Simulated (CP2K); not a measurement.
Two runs for the O K edge of formate. Run A: CP2K XAS_TDP, all-electron GAPW, PBEh(45%), aug-cc-pVTZ, TDA, no relativity. Run B differs in one setting.

First lines with a strength over 0.0015. A:

| atom | energy (eV) | states | strength, one atom |
| --- | --- | --- | --- |
| O1 (bonded to C) | 527.50 | 1 | 0.0320 |
|  | 528.92 | 1 | 0.0030 |
|  | 530.93 | 1 | 0.0067 |
|  | 531.28 | 1 | 0.0038 |
|  | 531.92 | 1 | 0.0044 |
| O3 (bonded to C) | 527.50 | 1 | 0.0320 |
|  | 528.92 | 1 | 0.0030 |
|  | 530.93 | 1 | 0.0067 |
|  | 531.28 | 1 | 0.0038 |
|  | 531.92 | 1 | 0.0044 |

B:

| atom | energy (eV) | states | strength, one atom |
| --- | --- | --- | --- |
| O1 (bonded to C) | 530.16 | 1 | 0.0319 |
|  | 531.58 | 1 | 0.0029 |
|  | 533.59 | 1 | 0.0067 |
|  | 533.94 | 1 | 0.0038 |
|  | 534.59 | 1 | 0.0044 |
| O3 (bonded to C) | 530.16 | 1 | 0.0319 |
|  | 531.58 | 1 | 0.0030 |
|  | 533.59 | 1 | 0.0067 |
|  | 533.94 | 1 | 0.0038 |
|  | 534.59 | 1 | 0.0044 |

**Question.** Which was it: the functional, scalar relativity switched on, the basis, GW2X switched on?

GW2X switched on. GW2X shifts an atom's lines together and keeps their spacings. Against PBEh(45%) in aug-cc-pVTZ, the leading lines move by +2.66 eV (O1, to 530.16) and +2.66 eV (O3, to 530.16).

[Hosts, paths, dates, database ids (printed as entryN), source tags and the programs' standing remarks are cut or masked in the printed files.]
